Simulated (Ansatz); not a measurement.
# LaAl4: which shell does photoemission see at 21.2 and 150 eV? (LDA)

The valence band of LaAl4 mixes several shells. Work out by hand which one leads the spectrum's area at each photon energy.

Filled states come from the projected DOS of Ansatz 0.2.0 (LDA+U, plane waves); cross sections σ and asymmetry parameters β are those of free atoms in a Dirac–Hartree–Slater calculation. A shell's area is states × σ × angular factor, which is 1 + β·P₂(cos θ) for linear light, with θ = 0° from the polarisation and P₂ = 1.000.

**At 21.2 eV** (states counted from 11.2 eV below the zero; other shells add 0.49 to the products' sum of 51.8):

| shell | filled states a cell | cross section (Mb an electron) | β | angular factor | product | share by hand (%) | share in the simulated spectrum (%) |
| --- | --- | --- | --- | --- | --- | --- | --- |
| La 5p | 0.00 | 0 | 0.00 | 1.00 | 0 | 0 | 0 |
| La 5d | 7.42 | 3.44 | 0.77 | 1.77 | 45.3 | 87 | 87 |
| Al 3s | 10.25 | 0.153 | 2.00 | 3.00 | 4.71 | 9 | 9 |
| Al 3p | 25.19 | 0.0697 | -0.25 | 0.75 | 1.31 | 3 | 3 |

**At 150 eV** (states counted from 18.6 eV below the zero; other shells add 0.21 to the products' sum of 3.09):

```
shell  filled states a cell  cross section (Mb an electron)      β  angular factor  product  share by hand (%)  share in the simulated spectrum (%)
La 5p                 17.16                          0.0335   0.30            1.30    0.749                 24                                   24
La 5d                  7.44                         0.00943  -0.49            0.51   0.0361                  1                                    1
Al 3s                 10.34                           0.028   2.00            3.00    0.867                 28                                   28
Al 3p                 25.89                          0.0183   1.59            2.59     1.23                 40                                   40
```

La 5d leads at 21.2 eV and Al 3p at 150 eV. Between the two energies σ of La 5d changes by a factor 0.0027 and that of Al 3p by 0.26, so their ratio moves 96-fold in favour of the second. The simulated spectrum uses the same rule on the energy-resolved DOS, so the two share columns agree within a few points.

The angular factor decides the lead at one of the energies. Only crystals where the two columns agree within 4 points and the lead is clear are worked in this form. Free-atom cross sections ignore the solid's final states, no escape depth or background enters, and the count of states a shell hangs on the projection.

[Logs are printed without paths, hosts, clocks, repeated set-up lines and the standing remarks that a program may print on its own settings, such as how far it seeks lower states.]
